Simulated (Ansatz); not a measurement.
# Phonons of PIr2 (Fm-3m) against volume, part 2 of 2

Aim: how the phonons of PIr2 (Fm-3m) shift with volume, and the thermal expansion that follows.

Ansatz 0.2.0; DFT PBEsol, scalar-relativistic, plane waves, PAW; PAW set soft_1.

So far, highest frequency on the path or at a solved wavevector (cm⁻¹): step 2 (the dispersion) 442; step 4 (phonons at the other volume, volume ratio 0.97) 466.

The database entry behind the starting cell differs from later determinations by our own check (0.1 to 0.3 % short, probably kX units), so it need not match the best structure at ambient conditions.

### 5. Relaxing at another volume, volume ratio 1.03

The volume is scaled by 1.03 and held; symmetry leaves nothing to relax, so this is a single point. The modes can then be followed against volume.

input.yaml reads:

```yaml
crystal:
  lattice:
    - [0.0, 2.7935966453, 2.7935966453]
    - [2.7935966453, 0.0, 2.7935966453]
    - [2.7935966453, 2.7935966453, 0.0]
  atoms:
    - { symbol: P, position: [0.0, 0.0, 0.0] }
    - { symbol: Ir, position: [0.25, 0.25, 0.25] }
    - { symbol: Ir, position: [0.75, 0.75, 0.75] }
kpoints:
  mp_grid: { grid: [16, 16, 16] }
hamiltonian:
  xc: pbesol
  pseudopotentials: { kind: paw, azcp: { folder: soft_1 }, xc_functional: pbe }
scf:
  occupations: { method: methfessel_paxton, width: 0.2 }
output:
  forces: true
  stress: true
  eigenvalues: true
  write_density: true
  write_potential: true
  elf: true
  volumetric_format: npy
```

The run is started by

```sh
$ ansatz run input.yaml --threads 4 --pin off --max-ram 10240MiB --backend cpu --events-out ev --progress --plain --runs-dir out
```

Numbers of over 12 decimals in the logs are rounded to 6 here.

The program printed:

```text
[...]
Crystal: 3 atoms, lattice volume = 43.603 Å³
Basis set: ecut = 420 eV, 869 PW (Γ), exchange–correlation on 54×54×54 points (8 copies of the dense FFT grid, shifted against one another)
Bands: 24, of which v1, the nominal top of the filled ones, is band 20 counted from 1 (19 counted from 0)
Symmetry: 48 space group operations
[...]
k-points: 145 of 4096
[...]
--- Band table (eV; the first three rows and the last of 145) ---
  k-point 0: bands = [... 16 lower, 19.3071, 20.1459, 21.3757, 21.3757, 24.1292, 24.1292, 24.1292, 24.7160]
  k-point 1: bands = [... 16 lower, 19.2421, 20.2719, 21.1661, 21.1661, 23.7120, 24.0593, 24.0593, 24.7795]
  k-point 2: bands = [... 16 lower, 19.0495, 20.6281, 20.6592, 20.6592, 22.7260, 24.0039, 24.0039, 24.9456]
  k-point 144: bands = [... 16 lower, 17.3846, 18.1330, 18.4938, 18.8610, 21.5757, 21.5757, 26.9874, 26.9874]
[key lines of the parts left out:]
SCF converged after 8 iterations
Free energy (F): -24342.211499 eV
Fermi energy:    19.833068 eV
P = ⅓ Tr σ = -8.3994 GPa (-83.994 kbar)
```

It took 2.1 s on 4 threads of Arm Neoverse V2, shared host; peak memory 0.41 GiB; 7.8 s of CPU time.

This step gave:

```
pressure        : -8.399 GPa
volume per atom : 14.53 Å³
```

The run ends at a pressure of -8.40 GPa.

### 6. Phonons at the other volume, volume ratio 1.03

The phonons are repeated at this volume on the same k and q meshes.

input.yaml, the sections that differ from step 5:

```yaml
output:
  eigenvalues: true
phonons:
  method: dfpt
  qmesh: [4, 4, 4]
  temperatures: { t_max: 1000, t_step: 50 }
  qpath:
    path:
      - [[0.0, 0.0, 0.0], [0.5, 0.0, 0.5], [0.625, 0.25, 0.625]]
      - [[0.375, 0.375, 0.75], [0.0, 0.0, 0.0], [0.5, 0.5, 0.5], [0.5, 0.25, 0.75], [0.5, 0.0, 0.5]]
    npoints: 10
# crystal, kpoints, hamiltonian, scf: as in step 5
```

The program printed:

```text
[...]
Crystal: 3 atoms, lattice volume = 43.603 Å³
Basis set: ecut = 420 eV, 869 PW (Γ), exchange–correlation on 54×54×54 points (8 copies of the dense FFT grid, shifted against one another)
Bands: 24, of which v1, the nominal top of the filled ones, is band 20 counted from 1 (19 counted from 0)
Symmetry: 48 space group operations
k-points: 145 of 4096
[...]
interpolated dispersion: 62 rows × 9 modes
[...]
zero-point energy: 0.107657 eV/cell   skipped modes (ω ≤ 0): 12, of them read as no rigid motion or as one in doubt: 9 (1.763e-2 modes/cell left out, lowest -20.34 cm⁻¹)   left out of the sums: 2.00e-3 of the cell's modes: C_V's classical limit lies that fraction below 3 k_B per atom; for a crystal, a wire or a layer, F and S can be off by more, and a phonons.interpolated_qmesh denser along its periods is the remedy for the sampling
[key lines of the parts left out:]
SCF converged after 10 iterations
Free energy (F): -24342.211499 eV
Fermi energy:    19.833068 eV
```

It took 22 min on 4 threads; peak memory 6.3 GiB.

Numbers from this step:

- sum-rule residual before enforcement: 6.50e-5 eV/Å²
- lowest frequency on the path: -20.34 cm⁻¹
- highest frequency on the path or at a solved wavevector: 419.8 cm⁻¹
- highest optical mode at the zone centre (no LO-TO term): 305.1 cm⁻¹
- lowest optical zone-centre mode: 171.2 cm⁻¹
- lowest mode on the q mesh (acoustic modes at Γ apart): -20.34 cm⁻¹

Frequencies (cm⁻¹) solved at each irreducible wavevector; negative means imaginary. Frequencies by wavevector, by row:

```
q in reciprocal lattice units  star  mode 1  mode 2  mode 3  mode 4  mode 5  mode 6  mode 7  mode 8  mode 9
                        0 0 0     1       0       0       0   171.2   171.2   171.2   305.1   305.1   305.1
                     0 0 0.25     8    77.4    77.4    99.8   161.7   161.7   161.8   303.4   303.4   361.5
                     0 0 -0.5     4   126.5   126.5   128.1   130.9   130.9   161.8   301.1   301.1   372.8
                  0 0.25 0.25     6    48.9    48.9   129.7   142.8     163     163   306.4   306.4   375.6
                  0 0.25 -0.5    24    76.9    94.9   107.1   147.7   153.9   180.1   306.7   320.1   379.2
                 0 0.25 -0.25    12    49.4   121.7   130.9   137.2   146.3   177.9     304   320.7   363.5
                  0 -0.5 -0.5     3   -20.3    71.1    71.1   146.7   146.7   193.4   309.9   309.9   419.8
              0.25 -0.5 -0.25     6   -18.8    74.2   135.7   135.7   154.7   191.5   309.9   351.8   351.8
```

The highest optical mode at the zone centre (no LO-TO term) is 305.1 cm⁻¹, -25.4 cm⁻¹ against the base run.

### 7. Grüneisen parameters

The Grüneisen parameter of a mode is minus the logarithmic change of its frequency with volume, −d ln ω / d ln V; weighted by heat capacity it gives the expansion.

This step gave:

| Item | Value |
| --- | --- |
| bulk modulus | 306.8 GPa |

Phonon branches along the path, in cm⁻¹:

```
    point  branch 1  branch 2  branch 3  branch 4  branch 5  branch 6  branch 7  branch 8  branch 9
        Γ         0         0         0       184       184       184       330       330       330
  halfway        53        53       141       153       174       174       332       332       399
        X        22        78        78       155       155       207       337       337       442
  halfway        29        87        90       154       158       206       336       341       431
        U        43       106       111       152       163       204       335       355       402
jump to K        43       106       111       152       163       204       335       355       402
  halfway        51       106       136       152       164       185       328       336       390
        Γ         0         0         0       184       184       184       330       330       330
  halfway        82        82       108       172       173       173       329       329       386
        L       132       132       139       142       142       172       327       327       396
  halfway        87       112       138       145       163       191       332       351       387
        W        23        81       144       144       163       205       337       376       376
  halfway        27        80       110       154       160       206       337       346       421
        X        22        78        78       155       155       207       337       337       442
```

The same for volume x 0.97:

```
point  branch 1  branch 2  branch 3  branch 4  branch 5  branch 6  branch 7  branch 8  branch 9
    Γ         0         0         0       197       197       197       357       357       357
    X        38        85        85       163       163       222       364       364       466
    U        54       114       118       160       173       218       363       381       426
    K        54       114       118       160       173       218       363       381       426
    Γ         0         0         0       197       197       197       357       357       357
    L       138       138       150       153       153       183       354       354       421
    W        38        87       153       153       173       219       364       401       401
    X        38        85        85       163       163       222       364       364       466
```

The same for volume x 1.03:

```
point  branch 1  branch 2  branch 3  branch 4  branch 5  branch 6  branch 7  branch 8  branch 9
    Γ         0         0         0       171       171       171       305       305       305
    X       -20        71        71       147       147       193       310       310       420
    U        30        98       104       144       154       190       309       329       379
    K        30        98       104       144       154       190       309       329       379
    Γ         0         0         0       171       171       171       305       305       305
    L       126       126       128       131       131       162       301       301       373
    W       -19        74       136       136       155       192       310       352       352
    X       -20        71        71       147       147       193       310       310       420
```

The first set of phonon branches as a text plot (rows in cm⁻¹):

```
    456 |
    436 |        *******                                      ***
    416 |       *       **                                   *
    395 |      *          *  ****           ***********     *
    375 |    **            **    ***       *           *****
    355 |  **           *** ***     *    **           **    **
    335 |********************************************************
    314 |
    294 |
    274 |
    253 |
    233 |
    213 |           *******                              ********
    193 |***     ***       **************            ****
    172 | ********       ****   ******   ************ *******
    152 |    ***  ********** *****            *** ***************
    132 |    ****          **** *             ***********  **
    111 |   *            ***   ***          ****    ****     *
     91 |        *     **        ***       ***       ** **    **
     71 |  *    *******           ***     **           *  *******
     51 |    ***    *    *********  *    **             *
     30 | ***        ****         ****  **               ********
     10 |**                          ****
    -10 |
         Γ           X  U|K            Γ         L        W     X
```

### 8. Results

```
bulk modulus : 307 GPa
```

In words: No expansion is given, because modes are imaginary at one volume or more. The highest optical mode at Γ goes from 357 to 305 cm⁻¹ as the cell grows, a Grüneisen parameter of 2.60. Branches are matched by rank, so values near crossings are rough. With no gap, or one that is small against the smearing, the frequencies hang on the k mesh and the smearing, most of all near Kohn anomalies. The phonon runs are without spin polarisation, although the cell has an odd electron count. Spin-orbit coupling is left out, which can matter for the heavy elements here. The PAW files were made for PBE and serve the other functionals too.

[Logs are printed without paths, hosts, clocks, repeated set-up lines and the standing remarks that a program may print on its own settings, such as how far it seeks lower states.]

[Hosts, paths, dates, database ids (printed as entryN), source tags and the programs' standing remarks are cut or masked in the printed files.]
